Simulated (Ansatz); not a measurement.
# Lattice dynamics of W (Im-3m, 1 atom in the cell), part 2 of 2

Aim: the vibrations of W (Im-3m, 1 atom in the cell), their spectra, and whether the structure is stable.

Ansatz 0.2.0; DFT PBEsol, scalar-relativistic, plane waves, PAW.

So far. Step 3 (Tight relaxation): The forces vanish by symmetry and the pressure is 0.001 GPa, within the tolerances set. The cell now holds 15.69 Å³/atom. The relaxed cell has a = 3.154 Å (conventional setting).

## 4. Phonons on a q mesh

Stability and thermal properties need the whole zone. Linear response on a 4×4×4 q mesh gives force constants as far as a supercell of that size would.

File input.yaml:

```yaml
crystal:
  lattice:
    - [-1.5770965783, 1.5770965783, 1.5770965783]
    - [1.5770965783, -1.5770965783, 1.5770965783]
    - [1.5770965783, 1.5770965783, -1.5770965783]
  atoms:
    - { symbol: W, position: [0.0, 0.0, 0.0] }
kpoints:
  mp_grid: { grid: [20, 20, 20] }
hamiltonian:
  xc: pbesol
scf:
  occupations: { method: methfessel_paxton, width: 0.2 }
output:
  eigenvalues: true
phonons:
  method: dfpt
  qmesh: [4, 4, 4]
  temperatures: { t_max: 1000, t_step: 50 }
  qpath:
    path:
      - [[0.0, 0.0, 0.0], [0.5, -0.5, 0.5], [0.0, 0.0, 0.5], [0.0, 0.0, 0.0], [0.25, 0.25, 0.25], [0.5, -0.5, 0.5]]
      - [[0.25, 0.25, 0.25], [0.0, 0.0, 0.5]]
    npoints: 10
```

The run is started by

```bash
$ ansatz run input.yaml --threads 4 --pin off --max-ram 7168MiB --backend cpu --events-out ev --progress --plain --runs-dir out
```

Numbers of over 12 decimals in the logs are rounded to 6 here.

Log:

```text
[...]
Crystal: 1 atoms, lattice volume = 15.690 Å³
Basis set: ecut = 420 eV, 321 PW (Γ), exchange–correlation on 40×40×40 points (8 copies of the dense FFT grid, shifted against one another)
Bands: 11, of which v1, the nominal top of the filled ones, is band 7 counted from 1 (6 counted from 0)
Symmetry: 48 space group operations
k-points: 256 of 8000
[...]
SCF iter   1: F=—  HF=-10256.569880 eV  |F-HF|=—  |Δ(HF+E_count)|=         —  Δρ=2.13e-3  dr2=1.82e-4  ethr=1.77e-3  ⟨swp⟩=5.0  Hψ=14928  notcnv=0
[...]
SCF iter   8: F=-10256.569619 eV  HF=-10256.569619 eV  |F-HF|=1.82e-12  |Δ(HF+E_count)|=  1.27e-10  S|Δr|=    0.00e0  Δρ=9.31e-8  dr2=1.18e-12  ethr=1.00e-12  ⟨swp⟩=4.5  Hψ=12902  notcnv=0
SCF 1 converged in 8 iterations: F = -10256.569619 eV  dr2 = 1.18e-12
[...]
NSCF: frozen V_eff on 256 k-points
WARN: eigensolver did not converge in 2 slots of this pass, the one above among them; of largest residual over every band (k=165): 1 band(s) unlocked (lowest unlocked band 10, counted from 0; max residual 2.48e-5 eV among the unlocked bands, 2.48e-5 eV over every band); of lowest unlocked band (k=118): band 10
[...]
DFPT response loops at q = (0, 0, 0) (fractional): preconditioner auto → Kerker (q_TF=auto, 2.677 Å⁻¹) (partly filled bands, converged f_vac=0.000); β = 1.00, the filter's whole step (`scf.mixing.beta` (0.50) is not read by the response loops under this deck's `scf.mixing.preconditioner`; to damp them name `kerker` or `kerker_dos`, under which they read `scf.mixing.beta`, and type it under 1.00, their step now; both keys bind the ground state too); Broyden in place of MSR1
[...]
SCF converged after 8 iterations
[...]
Free energy (F): -10256.569619 eV
[...]
Internal energy: -10256.571178 eV  (E = F + TS)
E sigma→0 (E₀):  -10256.570008 eV
Entropy (-TS):   0.001559 eV (1.559 meV/atom)
Fermi energy:    22.764702 eV
[...]
--- Band table (eV; the first three rows and the last of 256) ---
  k-point 0: bands = [... 3 lower, -14.9392, 13.0130, 21.4456, 21.4456, 21.4456, 24.9565, 24.9565, 37.2578]
  k-point 1: bands = [... 3 lower, -14.9393, 13.1365, 21.3703, 21.4300, 21.5650, 24.8329, 24.9576, 37.3640]
  k-point 2: bands = [... 3 lower, -14.9399, 13.4958, 21.1590, 21.3642, 21.9199, 24.5505, 24.9656, 37.6428]
  k-point 255: bands = [... 3 lower, -15.8761, 16.7733, 16.7733, 27.9487, 27.9487, 27.9487, 31.0422, 31.0422]
--- Phonons (Γ-DFPT): 1 representative perturbation + reference (Σ response iterations 3) ---
  ASR residual: 8.554e-5 → 0.000e0 eV/Å²; symmetrization residual: 7.579e-14 eV/Å²
  ASR residual per site (eV/Å²): 8.55e-5
  Γ frequencies (cm⁻¹): 0.00 0.00 0.00
--- Phonons (arbitrary-q DFPT): 8 irreducible q on the 4×4×4 mesh ---
  q = [0.0000, 0.0000, 0.0000] (star 1, of the zone-centre solve; hermiticity 2.44e-10, symmetrization 8.86e-10): 0.00 0.00 0.00
  q = [0.0000, 0.0000, 0.2500] (star 12, 2 solved perturbations in 6410 linear systems a pass and spin channel, the states on 4200 of 8000 k-point pairs; hermiticity 1.14e-15, symmetrization 5.45e-14): 100.75 101.89 164.89
[...]
q = [0.2500, 0.2500, 0.2500] (star 2, 1 solved perturbation on 1116 of 8000 k-point pairs; hermiticity 2.14e-14, symmetrization 6.59e-14): 182.49 182.49 182.49
[...]
sum rule: each row above includes the acoustic sum rule's correction from the zone centre's row sums; it moved no ω² by more than (0.36 cm⁻¹)²
  mesh force constants: q→R imaginary residual 0.00e0; ASR residual 8.554e-5 → 0.000e0 eV/Å²; symmetrization residual 7.105e-15 eV/Å²
  interpolated dispersion: 62 rows × 3 modes
  density of states and harmonic sums: on the 28×28×28 q-mesh, interpolated from the force constants of a 4×4×4 supercell (no non-analytic term)
  largest difference from the sums on the solved wave vectors: F 1.13e-2 eV, S 1.53e-5 and C_V 4.03e-6 eV/K
  zero-point energy: 0.030178 eV/cell   skipped modes (ω ≤ 0): 3   left out of the sums: 4.56e-5 of the cell's modes: C_V's classical limit lies that fraction below 3 k_B per atom; for a crystal, a wire or a layer, F and S can be off by more, and a phonons.interpolated_qmesh denser along its periods is the remedy for the sampling
```

The job ended after 2.2 min (4 threads of Arm Neoverse V1, shared host; peak memory 3.3 GiB).

In the SCF lines HF is the Harris–Foulkes energy and dr2 the Hartree energy of the density residual, in eV; the loop may stop once dr2 is under the threshold and the program's other checks hold. Hψ counts applications of the Hamiltonian.

This step gave:

| Item | Value |
| --- | --- |
| sum-rule residual before enforcement | 8.55e-5 eV/Å² |
| lowest frequency on the path | 0 cm⁻¹ |
| highest frequency on the path or at a solved wavevector | 225.2 cm⁻¹ |
| mean frequency | 162.3 cm⁻¹ |
| Debye temperature (second moment) | 309 K |
| logarithmic mean frequency | 157.3 cm⁻¹ |
| lowest mode on the q mesh (acoustic modes at Γ apart) | 100.8 cm⁻¹ |
| zero-point energy per atom | 30.18 meV |
| heat capacity at 300 K | 23.67 J/(mol atoms K) |
| vibrational entropy at 300 K | 32.62 J/(mol atoms K) |

Frequencies (cm⁻¹) solved at each irreducible wavevector; negative means imaginary. Frequencies by wavevector, by row:

| q in reciprocal lattice units | star | mode 1 | mode 2 | mode 3 |
| --- | --- | --- | --- | --- |
| 0 0 0 | 1 | 0 | 0 | 0 |
| 0 0 0.25 | 12 | 100.8 | 101.9 | 164.9 |
| 0 0 -0.5 | 6 | 139.7 | 148.8 | 225.2 |
| 0 0.25 0.25 | 24 | 150.3 | 169.2 | 200.8 |
| 0.25 0.25 0.25 | 2 | 182.5 | 182.5 | 182.5 |
| 0.25 0.25 -0.25 | 6 | 137.5 | 137.5 | 200 |
| 0.25 -0.5 -0.5 | 12 | 158.2 | 179 | 208.5 |
| -0.5 -0.5 -0.5 | 1 | 190 | 190 | 190 |

Interpolated from a 4×4×4 q mesh. The phonon branches at the labelled points (cm⁻¹):

| point | branch 1 | branch 2 | branch 3 |
| --- | --- | --- | --- |
| Γ | 0 | 0 | 0 |
| halfway | 138 | 138 | 200 |
| H | 190 | 190 | 190 |
| halfway | 158 | 179 | 208 |
| N | 140 | 149 | 225 |
| halfway | 101 | 102 | 165 |
| Γ | 0 | 0 | 0 |
| halfway | 131 | 131 | 173 |
| P | 182 | 182 | 182 |
| halfway | 163 | 193 | 193 |
| H | 190 | 190 | 190 |
| jump to P | 182 | 182 | 182 |
| halfway | 164 | 167 | 206 |
| N | 140 | 149 | 225 |

The phonon branches as a text plot (rows in cm⁻¹):

```
    221 |                  *****                               **
    211 |       **       **                                   *
    202 |     **  *    **       *                            *
    192 |          ****                      ***  ********* *
    183 |          *  ****                  *  ***      *  *
    174 |    *    *    *  *                *  *  *    **    **
    164 |        *      *        *           *    ****       **
    155 |       *        ****             * *                 **
    145 |   *              * **                                **
    136 |     **            ****  *
    127 |                       *        * *
    117 |    *
    108 |                          *      *
     99 |  *                     *
     89 |   *                     *     *
     80 |                         *      *
     70 |                           *
     61 |  *                       *
     52 | *                             *
     42 |                           *  *
     33 | *                          *
     23 |                            * *
     14 |
      5 |*                            *
         Γ           H       N        Γ         P        H|P    N
```

Tetrahedra on a 28×28×28 mesh, mean over bins of 2 cm-1. Interpolated from a 4×4×4 q mesh. Phonon density of states against wavenumber; read off at these points:

| wavenumber (cm⁻¹) | phonon density of states (1/cm⁻¹/cell) |
| --- | --- |
| 10 | 3.0e-5 |
| 20 | 1.8e-4 |
| 30 | 4.3e-4 |
| 40 | 7.6e-4 |
| 50 | 0.00120 |
| 60 | 0.00175 |
| 70 | 0.00244 |
| 80 | 0.00330 |
| 90 | 0.00439 |
| 100 | 0.00581 |
| 110 | 0.00781 |
| 120 | 0.0108 |
| 130 | 0.0157 |
| 140 | 0.0287 |
| 150 | 0.0393 |
| 160 | 0.0412 |
| 170 | 0.0299 |
| 180 | 0.0241 |
| 190 | 0.0136 |
| 200 | 0.0275 |
| 210 | 0.0377 |
| 220 | 0.00934 |

Second derivatives of the energy by pair, one row for each kind of neighbour of each atom listed. Each entry sums the pair over the periodic images of the supercell that the q mesh stands for, and in a polar crystal it holds the long-range dipole part too. Force constants by pair, by row:

| atom | neighbour | distance (Å) | third of the trace (eV/Å²) | along the pair's line (eV/Å²) |
| --- | --- | --- | --- | --- |
| W1 | itself | 0 | 18.68 | – |
| W1 | W | 2.732 | -1.497 | -3.634 |
| W1 | W | 3.154 | -0.9145 | -3.013 |
| W1 | W | 4.461 | -0.1136 | -0.2323 |
| W1 | W | 5.231 | -0.0094 | 0.0584 |
| W1 | W | 5.463 | -0.0141 | -0.3698 |
| W1 | W | 6.308 | 0.0149 | -0.298 |
| W1 | W | 7.053 | 0.0646 | 0.073 |

Harmonic thermodynamic functions per atom, from the density of states. Interpolated from a 4×4×4 q mesh. Thermodynamic functions, by row:

| T (K) | F_vib (meV/atom) | S (J/mol-atom/K) | C_V (J/mol-atom/K) |
| --- | --- | --- | --- |
| 0 | 30.18 | 0 | 0 |
| 50 | 29.92 | 2.043 | 5.904 |
| 100 | 26.97 | 9.689 | 16.1 |
| 200 | 9.43 | 23.29 | 22.2 |
| 300 | -19.82 | 32.62 | 23.67 |
| 400 | -57.36 | 39.52 | 24.21 |
| 500 | -101.2 | 44.95 | 24.47 |
| 600 | -150.2 | 49.43 | 24.61 |
| 700 | -203.5 | 53.23 | 24.7 |
| 800 | -260.4 | 56.53 | 24.76 |
| 900 | -320.5 | 59.45 | 24.8 |
| 1000 | -383.5 | 62.06 | 24.82 |

Harmonic mean-square displacement, third of the trace. Interpolated from a 4×4×4 q mesh. Mean square displacements, by row:

| T (K) | W1 U_eq (Å²) |
| --- | --- |
| 0 | 6.10e-4 |
| 100 | 8.60e-4 |
| 300 | 0.00204 |
| 600 | 0.00398 |

Symmetry leaves 8 wavevectors to solve. The lowest mode among them, the acoustic zeros apart, lies at q = (0, 0, 0.25) and is real, 101 cm⁻¹.

## 5. Finite displacements in a supercell

Finite displacements in a 2×2×2 supercell give force constants from forces alone. They are exact at the wavevectors that the supercell holds, where they check the linear-response result.

input.yaml, as its differences from that of step 4:

```diff
@@ -16,4 +16,4 @@
 phonons:
-  method: dfpt
-  qmesh: [4, 4, 4]
+  method: fd
+  supercell: [2, 2, 2]
   temperatures: { t_max: 1000, t_step: 50 }
```

Log:

```text
[...]
Crystal: 8 atoms, lattice volume = 125.523 Å³
Basis set: ecut = 420 eV, 2491 PW (Γ), exchange–correlation on 80×80×80 points (8 copies of the dense FFT grid, shifted against one another)
Bands: 75, of which v1, the nominal top of the filled ones, is band 56 counted from 1 (55 counted from 0)
Symmetry: 384 space group operations
k-points: 47 of 1000
[...]
SCF iter   1: F=—  HF=-82052.556950 eV  |F-HF|=—  |Δ(HF+E_count)|=         —  Δρ=1.98e-7  dr2=3.84e-11  ethr=1.00e-12  ⟨swp⟩=3.0  Hψ=8951  notcnv=0
[...]
SCF iter   2: F=-82052.556950 eV  HF=-82052.556950 eV  |F-HF|=7.28e-11  |Δ(HF+E_count)|=  4.37e-11  S|Δr|=    0.00e0  Δρ=1.20e-7  dr2=1.42e-11  ethr=1.00e-12  ⟨swp⟩=3.0  Hψ=7502  notcnv=0
SCF 1 converged in 2 iterations: F = -82052.556950 eV  dr2 = 1.42e-11
[...]
Symmetry: 8 space group operations
k-points: 102 of 1000 (time reversal used)
[...]
SCF iter   6: F=-82052.556891 eV  HF=-82052.556891 eV  |F-HF|=1.46e-11  |Δ(HF+E_count)|=  2.91e-11  S|Δr|=    0.00e0  Δρ=6.84e-8  dr2=4.52e-12  ethr=1.00e-12  ⟨swp⟩=5.0  Hψ=32448  notcnv=0
SCF 2 converged in 6 iterations: F = -82052.556891 eV  dr2 = 4.52e-12
[...]
SCF converged after 2 iterations
[...]
Free energy (F): -82052.556950 eV
[...]
Internal energy: -82052.569422 eV  (E = F + TS)
E sigma→0 (E₀):  -82052.560068 eV
Entropy (-TS):   0.012472 eV (1.559 meV/atom)
Fermi energy:    22.764702 eV
[...]
--- Band table (eV; the first three rows and the last of 47) ---
  k-point 0: bands = [... 52 lower, 23.4578, 23.4578, 23.4578, 23.4578, 24.8628, 24.8628, 24.8628, 24.8628, ... 15 higher]
  k-point 1: bands = [... 52 lower, 23.1091, 23.1091, 23.1091, 23.1091, 24.5917, 24.8329, 24.8404, 24.8404, ... 15 higher]
  k-point 2: bands = [... 52 lower, 22.3421, 22.3421, 22.3421, 22.3421, 23.9398, 24.5505, 24.7641, 24.7641, ... 15 higher]
  k-point 46: bands = [... 52 lower, 22.1685, 22.1685, 22.1685, 22.1685, 22.1685, 22.1685, 22.1685, 22.1685, ... 15 higher]
--- Phonons: 1 displaced member + reference (amplitude 0.0025 Å, Σ member SCF iterations 6) ---
  symmetry images taken by strict's conditions (phonons.symmetry_images: auto; settled by no image being taken that strict refuses)
  ASR residual: 1.538e-4 → 0.000e0 eV/Å²; symmetrization residual: 2.132e-14 eV/Å²
  largest component of a force at the reference: 1.7e-29 eV/Å
  ASR residual per site (eV/Å²): 1.54e-4
  Γ frequencies (cm⁻¹): 0.00 0.00 0.00
[...]
```

It took 22 s on 4 threads; peak memory 1.1 GiB; 85 s of CPU time.

This step gave:

| Item | Value |
| --- | --- |
| atoms in the supercell | 8 |
| sum-rule residual before enforcement | 1.54e-4 eV/Å² |

Interpolated from a 2×2×2 supercell, rough between the solved points. The phonon branches at the labelled points (cm⁻¹):

| point | branch 1 | branch 2 | branch 3 |
| --- | --- | --- | --- |
| Γ | 0 | 0 | 0 |
| halfway | 137 | 137 | 189 |
| H | 190 | 190 | 190 |
| halfway | 167 | 171 | 208 |
| N | 140 | 149 | 225 |
| halfway | 99 | 105 | 159 |
| Γ | 0 | 0 | 0 |
| halfway | 127 | 127 | 177 |
| P | 193 | 193 | 193 |
| halfway | 155 | 198 | 198 |
| H | 190 | 190 | 190 |
| jump to P | 193 | 193 | 193 |
| halfway | 163 | 168 | 217 |
| N | 140 | 149 | 225 |

The phonon branches as a text plot (rows in cm⁻¹):

```
    221 |                  ****                               ***
    211 |                **    *              *             **
    202 |       **     **       *            * * *****     *
    192 |     **  *****                     *   *     ******
    183 |         *   **                       * *      *  **
    174 |        *      **                 *  *        *    **
    164 |    *           **                  *    *   *      **
    155 |       *         **     *        *        ***        **
    145 |                  *****            *                  **
    136 |   * **             **** *
    127 |                       *          *
    117 |    *                           *
    108 |                        *        *
     99 |  *                     * *
     89 |   *                     *
     80 |                         *     **
     70 |                          **
     61 |  *                       *
     52 | *                             *
     42 |                           *  *
     33 | *                          *
     23 |                            * *
     14 |
      5 |*                            *
         Γ           H       N        Γ         P        H|P    N
```

Tetrahedra on a 28×28×28 mesh, mean over bins of 2 cm-1. Interpolated from a 2×2×2 supercell, rough between the solved points. Table of phonon density of states by wavenumber; read off at these points:

wavenumber (cm⁻¹), phonon density of states (1/cm⁻¹/cell) and a bar:
```
      1.0     0.0000 
      7.0     0.0000 
     13.0     0.0001 
     19.0     0.0001 
     25.0     0.0003 
     31.0     0.0004 
     37.0     0.0006 
     43.0     0.0008 #
     49.0     0.0011 #
     55.0     0.0014 #
     61.0     0.0018 #
     67.0     0.0023 #
     73.0     0.0028 ##
     79.0     0.0034 ##
     85.0     0.0041 ###
     91.0     0.0049 ###
     97.0     0.0059 ####
    103.0     0.0070 ####
    109.0     0.0084 #####
    117.0     0.0108 #######
    123.0     0.0131 ########
    129.0     0.0162 ##########
    135.0     0.0210 #############
    141.0     0.0308 ###################
    147.0     0.0408 ##########################
    151.0     0.0480 ##############################
    153.0     0.0435 ###########################
    159.0     0.0320 ####################
    165.0     0.0279 #################
    171.0     0.0251 ################
    177.0     0.0231 ##############
    183.0     0.0211 #############
    189.0     0.0176 ###########
    195.0     0.0151 #########
    201.0     0.0277 #################
    207.0     0.0423 ##########################
    209.0     0.0456 #############################
    213.0     0.0263 ################
    219.0     0.0148 #########
    225.0     0.0017 #
```

On this path the spectrum ends at 225 cm⁻¹ (at N). No branch goes imaginary on this path.

## 6. What came out

```yaml
space_group_after_relaxation_within_0p01_a: Im-3m
volume_per_atom: 15.7 Å³
electronic_character: no gap on this mesh
lowest_mode_on_the_q_mesh_acoustic_modes_at_gamma_apart: 101 cm⁻¹
highest_frequency_on_the_path_or_at_a_solved_wavevector: 225 cm⁻¹
zero_point_energy_per_atom: 30.2 meV
heat_capacity_at_300_k: 23.7 J/(mol atoms K)
vibrational_entropy_at_300_k: 32.6 J/(mol atoms K)
debye_temperature_second_moment: 309 K
imaginary_modes_on_the_4x4x4_q_mesh: none
```

**Reading.** The structure is a minimum as far as tested: no mode is imaginary at the 8 irreducible wavevectors of the 4×4×4 mesh, and the softest away from the acoustic zeros lies at 101 cm⁻¹. With no gap, or one that is small against the smearing, the frequencies hang on the k mesh and the smearing, most of all near Kohn anomalies. Spin-orbit coupling is left out, which can matter for the heavy elements here. A phonon run warned that its eigensolver left some bands unconverged in a pass. These are harmonic frequencies at zero temperature: anharmonic shifts, linewidths and thermal expansion are left out.

[Logs are printed without paths, hosts, clocks, repeated set-up lines and the standing remarks that a program may print on its own settings, such as how far it seeks lower states.]

[Hosts, paths, dates, database ids (printed as entryN), source tags and the programs' standing remarks are cut or masked in the printed files.]
